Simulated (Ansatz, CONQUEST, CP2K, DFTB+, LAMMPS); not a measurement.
# Running Zn2+ BF4- in ethyl methyl carbonate and dimethoxyethane at 330 K (89 atoms) with CP2K, part 2 of 2

Aim: run Zn2+ BF4- in ethyl methyl carbonate and dimethoxyethane at 330 K (89 atoms) in CP2K and see how near its forces come to a plane-wave reference, and at what cost.

Program: CP2K 2026.2; the method stands at each step. Banners, paths, timers and routine set-up lines are dropped from the logs unmarked, and long logs keep their key lines alone; longer cuts are marked.

So far. Step 2 (PBE, DZVP-MOLOPT-SR, 800/50 Ry, OT CG): Forces lie 8.7 % from the reference's, at 40 times its CPU time; the SCF took 68 steps, which the time reflects. Step 3 (PBE, DZVP-MOLOPT-SR, 800/50 Ry, diagonalisation): Against the first run (8.7 %), the force difference from the reference is 8.7 %, at 0.38 times the CPU time (17 SCF steps against 68): another solver or mixer reaches the same state.

**4. PBE, DZVP-MOLOPT-SR, 400/50 Ry, OT CG**

Method: Kohn-Sham DFT, PBE, GTH-PBE pseudopotentials, Gaussian and plane waves, DZVP-MOLOPT-SR-GTH, orbital transformation.

Contents of input.inp:

```
&GLOBAL
  PROJECT cell
  RUN_TYPE ENERGY_FORCE
  PRINT_LEVEL LOW
&END GLOBAL
&FORCE_EVAL
  METHOD QS
  STRESS_TENSOR ANALYTICAL
  &DFT
    BASIS_SET_FILE_NAME BASIS_MOLOPT
    POTENTIAL_FILE_NAME GTH_POTENTIALS
    &MGRID
      CUTOFF 400
      REL_CUTOFF 50
    &END MGRID
    &QS
      EPS_DEFAULT 1.0E-12
    &END QS
    &SCF
      SCF_GUESS ATOMIC
      EPS_SCF 1.0E-06
      MAX_SCF 30
      &OT
        MINIMIZER CG
        PRECONDITIONER FULL_ALL
        ENERGY_GAP 0.001
      &END OT
      &OUTER_SCF
        EPS_SCF 1.0E-06
        MAX_SCF 8
      &END OUTER_SCF
      &PRINT
        &RESTART OFF
        &END RESTART
      &END PRINT
    &END SCF
    &XC
      &XC_FUNCTIONAL PBE
      &END XC_FUNCTIONAL
    &END XC
    &PRINT
      &MULLIKEN ON
      &END MULLIKEN
      &HIRSHFELD ON
        SHAPE_FUNCTION DENSITY
      &END HIRSHFELD
      &MO_CUBES
        NHOMO 1
        NLUMO 4
        WRITE_CUBE F
      &END MO_CUBES
    &END PRINT
  &END DFT
  &SUBSYS
    &CELL
      A 10.05242 0.00000 0.00000
      B 0.00000 10.05242 0.00000
      C 0.00000 0.00000 10.05242
    &END CELL
    &COORD
      SCALED
[... 89 atom lines left out: the same atoms as in the first run ...]
    &END COORD
    &KIND C
      BASIS_SET DZVP-MOLOPT-SR-GTH-q4
      POTENTIAL GTH-PBE-q4
    &END KIND
    &KIND O
      BASIS_SET DZVP-MOLOPT-SR-GTH-q6
      POTENTIAL GTH-PBE-q6
    &END KIND
    &KIND H
      BASIS_SET DZVP-MOLOPT-SR-GTH-q1
      POTENTIAL GTH-PBE-q1
    &END KIND
    &KIND B
      BASIS_SET DZVP-MOLOPT-SR-GTH-q3
      POTENTIAL GTH-PBE-q3
    &END KIND
    &KIND F
      BASIS_SET DZVP-MOLOPT-SR-GTH-q7
      POTENTIAL GTH-PBE-q7
    &END KIND
    &KIND Zn
      BASIS_SET DZVP-MOLOPT-SR-GTH-q12
      POTENTIAL GTH-PBE-q12
    &END KIND
  &END SUBSYS
  &PRINT
    &FORCES ON
    &END FORCES
    &STRESS_TENSOR ON
    &END STRESS_TENSOR
  &END PRINT
&END FORCE_EVAL
```

On the command line:

```sh
OMP_NUM_THREADS=2 cp2k.psmp -i input.inp > output.txt
```

Numbers of over 12 decimals in the logs are rounded to 6 here.

The log of the run:

```text
CP2K| version string:                                       CP2K version 2026.2
 CP2K| Input file name                                                 input.inp
 GLOBAL| Basis set file name                                        BASIS_MOLOPT
 GLOBAL| Potential file name                                      GTH_POTENTIALS
[... lines left out ...]
  Total energy:                                              -593.642912
[... lines left out ...]
  Step     Update method      Time    Convergence         Total energy    Change
[... lines left out ...]
  *** SCF run converged in     5 steps ***
[... lines left out ...]
  Total energy:                                              -593.643154
[... lines left out ...]
  outer SCF loop converged in   2 iterations or   68 steps
[... lines left out ...]
 Fermi Energy [eV] :   -1.078847
[... lines left out ...]
 OT| Eigensolver reached convergence in 233 iterations
[... lines left out ...]
 ENERGY| Total FORCE_EVAL ( QS ) energy [hartree]           -593.643154
[... lines left out ...]
 FORCES|      1  2.33221049E-03 -3.76171243E-03 -8.36428016E-03   9.46313208E-03
 FORCES|      2 -1.59470328E-02  3.28519049E-02  1.96281951E-03   3.65705916E-02
 FORCES|      3  4.70324477E-04  1.11268128E-02 -9.96195288E-03   1.49421442E-02
[...]
FORCES|     88 -2.42479257E-02 -2.97867127E-02 -4.18974647E-02   5.68384350E-02
 FORCES|     89  2.46151332E-02 -6.80202516E-02 -2.04332397E-02   7.51676573E-02
 FORCES| Sum    -2.95762713E-02 -4.10600920E-03  3.40549662E-03
 FORCES| Total atomic force                                       3.00534947E-02
 STRESS| Analytical stress tensor [bar]
 STRESS|                        x                   y                   z
 STRESS|      x        4.40127033989E+04   7.41599420345E+03  -1.15124650572E+04
 STRESS|      y        7.41599420345E+03   3.73791723320E+04   4.80717517534E+03
 STRESS|      z       -1.15124650572E+04   4.80717517534E+03   3.64363581144E+04
 STRESS| 1/3 Trace                                             3.92760779484E+04
```

Wall time 3.4 min (2 threads of Intel Xeon 6975P-C (Granite Rapids), shared host); peak memory 0.94 GiB.

Compared with the plane-wave run:

```yaml
r_m_s_force_component: 1.271 eV/Å
r_m_s_difference_of_force_components: 140.4 meV/Å
longest_difference_of_force_vectors: 706.6 meV/Å
force_difference_over_r_m_s_force: 11.31 %
slope_of_forces_against_the_reference_s: 1.018
correlation_of_force_components: 0.994
spacing_of_highest_filled_and_lowest_empty_level: 3.294 eV
gap_difference: -0.0558 eV
pressure: 3.928 GPa
pressure_difference: 0.7408 GPa
energy_less_the_same_level_run_s: -1.3 meV/atom
r_m_s_force_difference_from_the_same_level_run: 83.57 meV/Å
```

This is a coarse setting, run to see what it loses.

Against the first run (8.7 %), the force difference from the reference is 11 %, at 0.62 times the CPU time (on 2 against 4 cores): the grid matters here.

The forces add up to 1.5 eV/Å instead of zero, usually a sign of too coarse a grid.

**5. PBE, DZVP-MOLOPT-SR, 280/50 Ry, OT CG**

Method: Kohn-Sham DFT, PBE, GTH-PBE pseudopotentials, Gaussian and plane waves, DZVP-MOLOPT-SR-GTH, orbital transformation.

input.inp, as its differences from that of step 4:

```diff
@@ -12,3 +12,3 @@
     &MGRID
-      CUTOFF 400
+      CUTOFF 280
       REL_CUTOFF 50
@@ -59,6 +59,6 @@
     &END CELL
-    &COORD
-      SCALED
-[... 89 atom lines left out: the same atoms as in the first run ...]
-    &END COORD
+    &TOPOLOGY
+      COORD_FILE_NAME structure.xyz
+      COORD_FILE_FORMAT XYZ
+    &END TOPOLOGY
     &KIND C
```

Contents of structure.xyz:

```xyz
89

[... 89 atom lines left out: the same atoms as in the first run ...]
```

The log of the run:

```text
CP2K| version string:                                       CP2K version 2026.2
 CP2K| Input file name                                                 input.inp
 GLOBAL| Basis set file name                                        BASIS_MOLOPT
 GLOBAL| Potential file name                                      GTH_POTENTIALS
 GLOBAL| Run type                                                   ENERGY_FORCE
 GLOBAL| Total number of message passing processes                             1
 GLOBAL| Number of threads for this process                                    2
[... lines left out ...]
 Number of electrons:                                                        272
[... lines left out ...]
  Step     Update method      Time    Convergence         Total energy    Change
[... lines left out ...]
  Total energy:                                              -593.651241
[... lines left out ...]
  Step     Update method      Time    Convergence         Total energy    Change
[... lines left out ...]
  *** SCF run converged in     5 steps ***
[... lines left out ...]
  Total energy:                                              -593.651483
[... lines left out ...]
  outer SCF loop converged in   2 iterations or   68 steps
[... lines left out ...]
 Fermi Energy [eV] :   -1.079888
  Using OT eigensolver for additional unoccupied orbitals spin            1
  Lowest Eigenvalues of the unoccupied subspace spin            1
 OT| Eigensolver reached convergence in 233 iterations
       0.08134397      0.13762901      0.15515157      0.15952462
 HOMO - LUMO gap [eV] :    3.293370
 ENERGY| Total FORCE_EVAL ( QS ) energy [hartree]           -593.651483
 FORCES| Atomic forces [hartree/bohr]
 FORCES|   Atom     x               y               z               |f|
 FORCES|      1  2.27710675E-03 -3.84710178E-03 -8.08199276E-03   9.23601723E-03
 FORCES|      2 -1.49076788E-02  3.06469239E-02  5.01120047E-03   3.44468425E-02
 FORCES|      3  6.23909785E-04  1.11498781E-02 -9.89477517E-03   1.49203090E-02
[...]
FORCES|     88 -1.86840504E-02 -3.04902219E-02 -4.78413288E-02   5.97288885E-02
 FORCES|     89  6.29350687E-02 -7.99025541E-02 -1.93420900E-02   1.03534330E-01
 FORCES| Sum     4.70067636E-02 -3.37884487E-02 -2.24310981E-02
 FORCES| Total atomic force                                       6.20842110E-02
 STRESS| Analytical stress tensor [bar]
 STRESS|                        x                   y                   z
 STRESS|      x        4.42909250971E+04   7.38913460502E+03  -1.15459862359E+04
 STRESS|      y        7.38913460502E+03   3.82432410494E+04   4.76715057310E+03
 STRESS|      z       -1.15459862359E+04   4.76715057310E+03   3.76747742250E+04
 STRESS| 1/3 Trace                                             4.00696467905E+04
```

It took 2.9 min on 2 threads; peak memory 0.73 GiB; 5.6 min of CPU time.

Compared with the plane-wave run:

* r.m.s. force component: 1.281 eV/Å
* r.m.s. difference of force components: 187.4 meV/Å
* longest difference of force vectors: 2150 meV/Å
* force difference over r.m.s. force: 15.1 %
* slope of forces against the reference's: 1.022
* correlation of force components: 0.9895
* gap (highest filled to lowest empty level): 3.293 eV
* gap difference: -0.056 eV
* pressure: 4.007 GPa
* pressure difference: 0.8202 GPa
* energy less the same-level run's: -3.847 meV/atom
* r.m.s. force difference from the same-level run: 142.9 meV/Å

This is a coarse setting, run to see what it loses.

Against the first run (8.7 %), the force difference from the reference is 15 %, at 0.54 times the CPU time (on 2 against 4 cores): the grid matters here.

The difference per atom is largest on Zn (2.1 eV/Å on average, against 0.47 on F). The forces add up to 3.2 eV/Å instead of zero, usually a sign of too coarse a grid.

**6. The ladder**

Differences are against the plane-wave reference, forces as r.m.s. over components; share is that over the reference's r.m.s. force, slope the least-squares factor from reference forces to these. Total energies of different programs have different zeros and aren't compared.

```tsv
run	Δ force, r.m.s. (meV/Å)	share (%)	slope	Δ pressure (GPa)	Δ gap (eV)	cores	CPU time	memory (GiB)
reference	-	-	-	-	-	4	15 s	1.2
CP2K PBE, DZVP-MOLOPT-SR, 800/50 Ry, OT CG	108	8.73	1.014	0.673	-0.0556	4	10 min	3.5
CP2K PBE, DZVP-MOLOPT-SR, 800/50 Ry, diagonalisation	108	8.73	1.014	0.673	-0.0557	4	3.9 min	5.3
CP2K PBE, DZVP-MOLOPT-SR, 400/50 Ry, OT CG (coarse)	140	11.3	1.018	0.741	-0.0558	2	6.4 min	0.94
CP2K PBE, DZVP-MOLOPT-SR, 280/50 Ry, OT CG (coarse)	187	15.1	1.022	0.820	-0.056	2	5.6 min	0.73
```

Rows marked coarse were listed beforehand as settings not expected to be converged; some can still land near the reference.

CPU time is summed over cores on a shared host, where runs went side by side, so it is rough. Symmetry, cutoffs, thresholds, outputs and thread counts weren't matched or tuned between programs; memory under MPI is the largest rank's times the ranks.

Mean charges by element (e), by run and scheme:

```tsv
run	scheme	C	O	H	B	F	Zn
reference	Löwdin	-0.09	-0.35	+0.20	+0.90	-0.38	+1.60
CP2K PBE, DZVP-MOLOPT-SR, 800/50 Ry, OT CG	Mulliken	-0.06	-0.16	+0.08	+0.39	-0.23	+0.39
CP2K PBE, DZVP-MOLOPT-SR, 800/50 Ry, OT CG	Hirshfeld	-0.01	-0.12	+0.04	+0.27	-0.16	+0.46
CP2K PBE, DZVP-MOLOPT-SR, 800/50 Ry, diagonalisation	Mulliken	-0.06	-0.16	+0.08	+0.39	-0.23	+0.39
CP2K PBE, DZVP-MOLOPT-SR, 800/50 Ry, diagonalisation	Hirshfeld	-0.01	-0.12	+0.04	+0.27	-0.16	+0.46
```

The reference's Löwdin charges lack the electrons that the projection spills, 0.037 e an atom on average.

Within one program, basis, potentials and functional, energies share a zero. Each run against its twin at the usual cutoff or grid and solver:

```tsv
run	twin	Δ energy (meV/atom)	Δ force, r.m.s. (meV/Å)	CPU time over the twin's
CP2K PBE, DZVP-MOLOPT-SR, 800/50 Ry, diagonalisation	DZVP-MOLOPT-SR, 800/50 Ry, OT CG	5.0e-4	0.13	0.38
CP2K PBE, DZVP-MOLOPT-SR, 400/50 Ry, OT CG	DZVP-MOLOPT-SR, 800/50 Ry, OT CG	-1.30	83.6	0.62 (this twin ran on 4 cores)
CP2K PBE, DZVP-MOLOPT-SR, 280/50 Ry, OT CG	DZVP-MOLOPT-SR, 800/50 Ry, OT CG	-3.85	143	0.54 (this twin ran on 4 cores)
```

**7. What came out**

```json
{"nearest in forces": "a tie at 8.7 % of 2 runs: CP2K PBE, DZVP-MOLOPT-SR, 800/50 Ry, OT CG; CP2K PBE, DZVP-MOLOPT-SR, 800/50 Ry, diagonalisation"}
```

What this shows: The PBE runs in local orbitals, coarse settings apart, differ by 8.7 % in each run; basis, grid and potentials can all enter. Runs with settings chosen to be coarse differ by 11 % (CP2K PBE, DZVP-MOLOPT-SR, 400/50 Ry, OT CG) to 15 % (CP2K PBE, DZVP-MOLOPT-SR, 280/50 Ry, OT CG), their programs' other errors included. None of the electronic-structure runs in the table takes under half the reference's CPU time of 15 s; they take 15 to 40 times as much. At the same functional, the gap of these runs lies 0.06 eV below the reference's 3.35 eV. Charges hang on scheme and program or settings: among these rows the mean for Zn runs from +0.39 to +1.60 e. The network of contacts between molecules at the start is that of the classical potential that made the cell, and needn't be the one that DFT or experiment would give. The reference's PBE has no dispersion term, which matters for the binding between molecules or layers. The density was typed from a rule of thumb and may lie off the real one at this temperature. The electronic-structure runs sample only Γ, in a cell whose shortest periodic width is 10 Å.

[Also dropped from logs without a mark: logging warnings of Python, and SIESTA's first energy breakdown and zero terms.]

[Logs are printed without paths, hosts, clocks, repeated set-up lines and the standing remarks that a program may print on its own settings, such as how far it seeks lower states.]

[Hosts, paths, dates, database ids (printed as entryN), source tags and the programs' standing remarks are cut or masked in the printed files.]
